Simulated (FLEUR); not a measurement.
## Collinear magnetic orders of free Co(0001) film, 3 layers with FLEUR

Does free Co(0001) film, 3 layers prefer parallel or opposed moments?

Calculated with FLEUR MaX-R8.1; PBEsol; all-electron FLAPW film, Dirac cores, scalar-relativistic bands.

Report form: the programs' logs are mostly left out.

**1. Starting point**

The cell holds 3 atoms: 3 Co. Cell: a = 2.507 Å, b = 2.507 Å, c = 18.070 Å, α = 90.0°, β = 90.0°, γ = 120.0°. Layers at typed spacings, unrelaxed. Vacuum lies along c.

Coordinates:

```xyz
3
Lattice="2.5070 0.0000 0.0000 -1.2535 2.1711 0.0000 0.0000 0.0000 18.0700" Properties=species:S:1:pos:R:3
Co    1.2535    0.7237    7.0000
Co    0.0000    1.4474    9.0350
Co    1.2535    0.7237   11.0700
```

**2. Run 1 (ferro +++)**

The parallel start comes first: it shows whether parallel moments hold.

inpgen writes inp.xml from crystal.txt; cutoffs, mixing, functional, smearing and local orbitals are then set in the file. The k list default-1 (kpts.xml, not shown) is a Γ-centred 12×12×1 mesh; where the ranks do not divide the number of points, some are split in two of half the weight.

File inp.xml:

```
<?xml version="1.0" encoding="UTF-8" standalone="no"?>
<fleurInput fleurInputVersion="0.39">
   <comment>
      Co
   </comment>
   <calculationSetup>
      <cutoffs Kmax="3.66" Gmax="11.0" GmaxXC="11.0" numbands="0"/>
      <scfLoop itmax="120" minDistance="0.00002" maxIterBroyd="15" imix="Anderson" alpha="0.03" precondParam="0.0" spinf="2.0" sdNocoIR="T"/>
      <coreElectrons ctail="T" frcor="F" kcrel="1" coretail_lmax="0"/>
      <xcFunctional name="PBEs" relativisticCorrections="F"/>
      <magnetism jspins="2"/>
      <soc l_soc="F" theta="0.0" phi="0.0" spav="F"/>
      <expertModes spex="0" secvar="F"/>
      <geometryOptimization l_f="F" forcealpha="1.0" forcemix="BFGS" epsdisp="0.00001" epsforce="0.00001"/>
      <ldaU l_linMix="F" mixParam="0.05" spinf="1.0"/>
   </calculationSetup>
   <cell>
      <bzIntegration valenceElectrons="51.0" mode="hist" fermiSmearingEnergy="0.00183747">
         <kPointListSelection listName="default-1"/>
         <xi:include xmlns:xi="http://www.w3.org/2001/XInclude" href="kpts.xml"> </xi:include>
      </bzIntegration>
      <xi:include xmlns:xi="http://www.w3.org/2001/XInclude" href="sym.xml"> </xi:include>
      <filmLattice scale="1.0" dVac="12.97" dTilda="15.47">
         <bravaisMatrixFilm>
            <row-1>    4.7375437355433538    -0.0000000791795246</row-1>
            <row-2>   -2.3687717992124133     4.1028332661104852</row-2>
         </bravaisMatrixFilm>
         <vacuumEnergyParameters vacuum="1" spinUp="-.25" spinDown="-.25"/>
      </filmLattice>
   </cell>
   <atomSpecies>
      <species name="Cobalt (Co2.000" element="Co" atomicNumber="27">
         <mtSphere radius="2.24" gridPoints="741" logIncrement="0.016"/>
         <atomicCutoffs lmax="8" lnonsphr="6"/>
         <electronConfig flipSpins="F">
            <coreConfig>(1s1/2) (2s1/2) (2p1/2) (2p3/2)</coreConfig>
            <valenceConfig>(3s1/2) (3p1/2) (3p3/2) (4s1/2) (3d3/2) (3d5/2)</valenceConfig>
            <stateOccupation state="(3d3/2)" spinUp="1.5" spinDown="1.3"/>
            <stateOccupation state="(3d5/2)" spinUp="3.0" spinDown="1.2"/>
         </electronConfig>
         <energyParameters s="4" p="4" d="3" f="4"/>
         <lo type="SCLO" l="0" n="3" eDeriv="0"/>
         <lo type="SCLO" l="1" n="3" eDeriv="0"/>
      </species>
   </atomSpecies>
   <atomGroups>
      <atomGroup species="Cobalt (Co2.000">
         <filmPos label="                   1">-1.000/3.000 1.000/3.000 -3.8456063830</filmPos>
         <filmPos label="                   3">-1.000/3.000 1.000/3.000 3.8456063830</filmPos>
         <force calculate="T" relaxXYZ="TTT"/>
      </atomGroup>
      <atomGroup species="Cobalt (Co2.000">
         <filmPos label="                   2">1.000/3.000 -1.000/3.000 .0000000000</filmPos>
         <force calculate="T" relaxXYZ="TTT"/>
      </atomGroup>
   </atomGroups>
   <output dos="F" band="F" slice="F">
      <bandDOS minEnergy="-.5*Htr" maxEnergy="0.5*Htr" sigma="0.015" storeEVData="T"/>
      <plotting iplot="0" polar="F">
         <plot TwoD="T" vec1="  1.0  0.0  0.0" vec2="  0.0  1.0  0.0" vec3="  0.0  0.0  1.0" zero="  0.0  0.0 -0.5" file="plot"/>
      </plotting>
      <moessbauerParams electricFieldGradient="F" isomerShift="T" coreHyperfine="T" valenceHyperfine="T"/>
   </output>
</fleurInput>
```

File crystal.txt:

```
Co
&input film=T cartesian=F /
2.50700018054  -0.00000004190  0.00000000000
-1.25350005399  2.17112586459  0.00000000000
0.00000000000  0.00000000000  1.00000000000
1.8897261246
1.0 1.0 1.0

3
27 0.66666666667  0.33333333333  -3.84560638303 : 2.000
27 0.33333333333  0.66666666667  0.00000000000 : 2.000
27 0.66666666667  0.33333333333  3.84560638303 : 2.000

&kpt div1=12 div2=12 div3=1 gamma=T /
```

The run is started by

```console
OMP_NUM_THREADS=1 inpgen -f crystal.txt > inpgen.log  # inp.xml is then edited as shown
OMP_NUM_THREADS=1 mpirun -n 4 fleur_MPI > fleur.log
```

The job ended after 25 s (4 MPI ranks of Arm Neoverse V2, shared host; peak memory 0.26 GiB; 98 s of CPU time).

Spin moment in the muffin-tin sphere by atom:

| atom | spin moment in the muffin-tin sphere (μB) |
| --- | --- |
| Co1 | 1.82 |
| Co2 | 1.79 |
| Co3 | 1.82 |

This step gave:

```yaml
free_energy: -113653.9208 eV
program_s_band_gap_on_this_mesh_in_a_metal_only_a_level_spacing: 0.01485 eV
magnetization: 5.254 μB
final_state: ferromagnetic
```

After 28 cycles the largest moment stands at 1.82 μB.

**3. Start 2: ferri +-+**

Another pattern of signs weighs the neighbour shells otherwise.

inp.xml, as its differences from that of step 2:

```diff
@@ -44,2 +44,15 @@
       </species>
+      <species name="Cobalt (Co-2.000" element="Co" atomicNumber="27">
+         <mtSphere radius="2.24" gridPoints="741" logIncrement="0.016"/>
+         <atomicCutoffs lmax="8" lnonsphr="6"/>
+         <electronConfig flipSpins="F">
+            <coreConfig>(1s1/2) (2s1/2) (2p1/2) (2p3/2)</coreConfig>
+            <valenceConfig>(3s1/2) (3p1/2) (3p3/2) (4s1/2) (3d3/2) (3d5/2)</valenceConfig>
+            <stateOccupation state="(3d3/2)" spinUp="1.3" spinDown="1.5"/>
+            <stateOccupation state="(3d5/2)" spinUp="1.2" spinDown="3.0"/>
+         </electronConfig>
+         <energyParameters s="4" p="4" d="3" f="4"/>
+         <lo type="SCLO" l="0" n="3" eDeriv="0"/>
+         <lo type="SCLO" l="1" n="3" eDeriv="0"/>
+      </species>
    </atomSpecies>
@@ -51,3 +64,3 @@
       </atomGroup>
-      <atomGroup species="Cobalt (Co2.000">
+      <atomGroup species="Cobalt (Co-2.000">
          <filmPos label="                   2">1.000/3.000 -1.000/3.000 .0000000000</filmPos>
```

crystal.txt, as its differences from that of step 2:

```diff
@@ -10,3 +10,3 @@
 27 0.66666666667  0.33333333333  -3.84560638303 : 2.000
-27 0.33333333333  0.66666666667  0.00000000000 : 2.000
+27 0.33333333333  0.66666666667  0.00000000000 : -2.000
 27 0.66666666667  0.33333333333  3.84560638303 : 2.000
```

It took 1.7 min on 4 MPI ranks; peak memory 0.26 GiB.

The run stopped without converging, so none of its numbers is a property of the system.

After 120 cycles the density distance stands at 5.0 me/bohr³, above the threshold of 2e-05.

**4. Order 3, typed as no spin polarisation**

A spinless run gives the zero against which the gain from the moments is read.

inp.xml, as its differences from that of step 3:

```diff
@@ -10,3 +10,3 @@
       <xcFunctional name="PBEs" relativisticCorrections="F"/>
-      <magnetism jspins="2"/>
+      <magnetism jspins="1"/>
       <soc l_soc="F" theta="0.0" phi="0.0" spav="F"/>
@@ -31,3 +31,3 @@
    <atomSpecies>
-      <species name="Cobalt (Co2.000" element="Co" atomicNumber="27">
+      <species name="Cobalt (Co)" element="Co" atomicNumber="27">
          <mtSphere radius="2.24" gridPoints="741" logIncrement="0.016"/>
@@ -37,17 +37,4 @@
             <valenceConfig>(3s1/2) (3p1/2) (3p3/2) (4s1/2) (3d3/2) (3d5/2)</valenceConfig>
-            <stateOccupation state="(3d3/2)" spinUp="1.5" spinDown="1.3"/>
-            <stateOccupation state="(3d5/2)" spinUp="3.0" spinDown="1.2"/>
-         </electronConfig>
-         <energyParameters s="4" p="4" d="3" f="4"/>
-         <lo type="SCLO" l="0" n="3" eDeriv="0"/>
-         <lo type="SCLO" l="1" n="3" eDeriv="0"/>
-      </species>
-      <species name="Cobalt (Co-2.000" element="Co" atomicNumber="27">
-         <mtSphere radius="2.24" gridPoints="741" logIncrement="0.016"/>
-         <atomicCutoffs lmax="8" lnonsphr="6"/>
-         <electronConfig flipSpins="F">
-            <coreConfig>(1s1/2) (2s1/2) (2p1/2) (2p3/2)</coreConfig>
-            <valenceConfig>(3s1/2) (3p1/2) (3p3/2) (4s1/2) (3d3/2) (3d5/2)</valenceConfig>
-            <stateOccupation state="(3d3/2)" spinUp="1.3" spinDown="1.5"/>
-            <stateOccupation state="(3d5/2)" spinUp="1.2" spinDown="3.0"/>
+            <stateOccupation state="(3d3/2)" spinUp="1.400000" spinDown="1.400000"/>
+            <stateOccupation state="(3d5/2)" spinUp="2.100000" spinDown="2.100000"/>
          </electronConfig>
@@ -59,3 +46,3 @@
    <atomGroups>
-      <atomGroup species="Cobalt (Co2.000">
+      <atomGroup species="Cobalt (Co)">
          <filmPos label="                   1">-1.000/3.000 1.000/3.000 -3.8456063830</filmPos>
@@ -64,3 +51,3 @@
       </atomGroup>
-      <atomGroup species="Cobalt (Co-2.000">
+      <atomGroup species="Cobalt (Co)">
          <filmPos label="                   2">1.000/3.000 -1.000/3.000 .0000000000</filmPos>
```

File crystal.txt:

```
Co
&input film=T cartesian=F /
2.50700018054  -0.00000004190  0.00000000000
-1.25350005399  2.17112586459  0.00000000000
0.00000000000  0.00000000000  1.00000000000
1.8897261246
1.0 1.0 1.0

3
27 0.66666666667  0.33333333333  -3.84560638303
27 0.33333333333  0.66666666667  0.00000000000
27 0.66666666667  0.33333333333  3.84560638303

&kpt div1=12 div2=12 div3=1 gamma=T /
```

Elapsed: 15 s, on 4 MPI ranks; peak memory 0.21 GiB; 58 s of CPU time.

This step gave:

| Quantity | Value |
| --- | --- |
| free energy | -113652.9853 eV |
| program's band gap on this mesh (in a metal only a level spacing) | 0.01899 eV |
| final state | non-magnetic (no spin polarisation) |

It lies 312 meV a seeded atom over the first start.

**5. Ranking**

Free energies are divided by the number of seeded atoms.

Orders:

| start | final state | typed order kept | energy over the lowest (meV a seeded atom) | largest sphere moment (μB) | net moment (μB a primitive cell) | mesh matched | CPU time (s) |
| --- | --- | --- | --- | --- | --- | --- | --- |
| ferro +++ | ferromagnetic | yes | 0 | 1.823 | 5.254 | yes | 98.23 |
| no spin polarisation | non-magnetic | - | 311.8 | 0 | 0 | yes | 58.13 |

**6. Spin–orbit coupling, moments along z**

Spin–orbit coupling ties the spins to the lattice and lets orbital moments form.

A new self-consistent run of the start ferro +++, with the moments along z.

inp.xml, as its differences from that of step 2:

```diff
@@ -6,3 +6,3 @@
    <calculationSetup>
-      <cutoffs Kmax="3.66" Gmax="11.0" GmaxXC="11.0" numbands="0"/>
+      <cutoffs Kmax="3.66" Gmax="11.0" GmaxXC="11.0" numbands="111"/>
       <scfLoop itmax="120" minDistance="0.00002" maxIterBroyd="15" imix="Anderson" alpha="0.03" precondParam="0.0" spinf="2.0" sdNocoIR="T"/>
@@ -11,3 +11,3 @@
       <magnetism jspins="2"/>
-      <soc l_soc="F" theta="0.0" phi="0.0" spav="F"/>
+      <soc l_soc="T" theta="0.0" phi="0.0" spav="F"/>
       <expertModes spex="0" secvar="F"/>
```

crystal.txt, as its differences from that of step 2:

```diff
@@ -13,2 +13,3 @@
 
+&soc 0.0000000 0.0000000 /
 &kpt div1=12 div2=12 div3=1 gamma=T /
```

Run time: 1.7 min. Hardware: 4 MPI ranks; peak memory 0.39 GiB.

Spin moment in the muffin-tin sphere by atom:

| atom | spin moment in the muffin-tin sphere (μB) |
| --- | --- |
| Co1 | 1.82 |
| Co2 | 1.79 |
| Co3 | 1.82 |

This step gave:

* free energy: -113653.9836 eV
* program's band gap on this mesh (in a metal only a level spacing): 0.001440 eV
* magnetization: 5.245 μB
* final state: ferromagnetic
* orbital moment along the spin: 0.09434 μB

Orbital moment in the sphere, along the spin axis by atom:

| atom | orbital moment in the sphere, along the spin axis (μB) |
| --- | --- |
| Co1 | 0.0943 |
| Co2 | 0.0840 |
| Co3 | 0.0943 |

Fields along z, the direction of positive moments; semicore shells count as valence. Hyperfine fields at the nuclei:

| atom | core contact (T) | valence contact (T) | dipolar (T) | orbital (T) | sum (T) | density at the nucleus (e/bohr³) |
| --- | --- | --- | --- | --- | --- | --- |
| Co1 | -52.05 | 28.11 | 2.858 | 6.788 | -14.3 | 17263 |
| Co2 | -52.32 | 25.24 | 0.7238 | 6.034 | -20.32 | 17262 |
| Co3 | -52.05 | 28.11 | 2.858 | 6.788 | -14.3 | 17263 |

**7. What came out**

| Quantity | Value |
| --- | --- |
| lower run | with moments |
| largest site spin moment | 1.82 μB |
| next finished state | non-magnetic, 312 meV a seeded atom higher |
| energy gained by spin polarisation | 312 meV a seeded atom |
| hyperfine field at Co1, along its moment | -14.3 T |
| orbital moment on the atom of largest spin, along its spin (spin–orbit run) | 0.0943 μB |

**Reading.** No opposed order could be compared. The parallel start holds moments up to 1.82 μB. 1 start gave no converged result and is missing from the ranking; a lower order may hide there. At Co1 the core shells give -52.0 T and the valence and semicore s states 28.1 T along the moment, -13.2 T per μB together; orbital and dipolar parts add 9.6 T. Semilocal functionals tend to give too weak a core polarisation. The orbital moment is parallel to the spin, as Hund's third rule has it for a shell over half filled. No antiferromagnetic order was obtained, so the session says nothing on how the moments order.

[Logs and program files are shortened in this print: banners, set-up blocks, solver, clock and traceback lines can be left out without a mark of their own.]

[Logs are printed without paths, hosts, clocks, repeated set-up lines and the standing remarks that a program may print on its own settings, such as how far it seeks lower states.]

[Hosts, paths, dates, database ids (printed as entryN), source tags and the programs' standing remarks are cut or masked in the printed files.]

[Where a cell is said to come from a database of computed structures, the database is the Materials Project.]
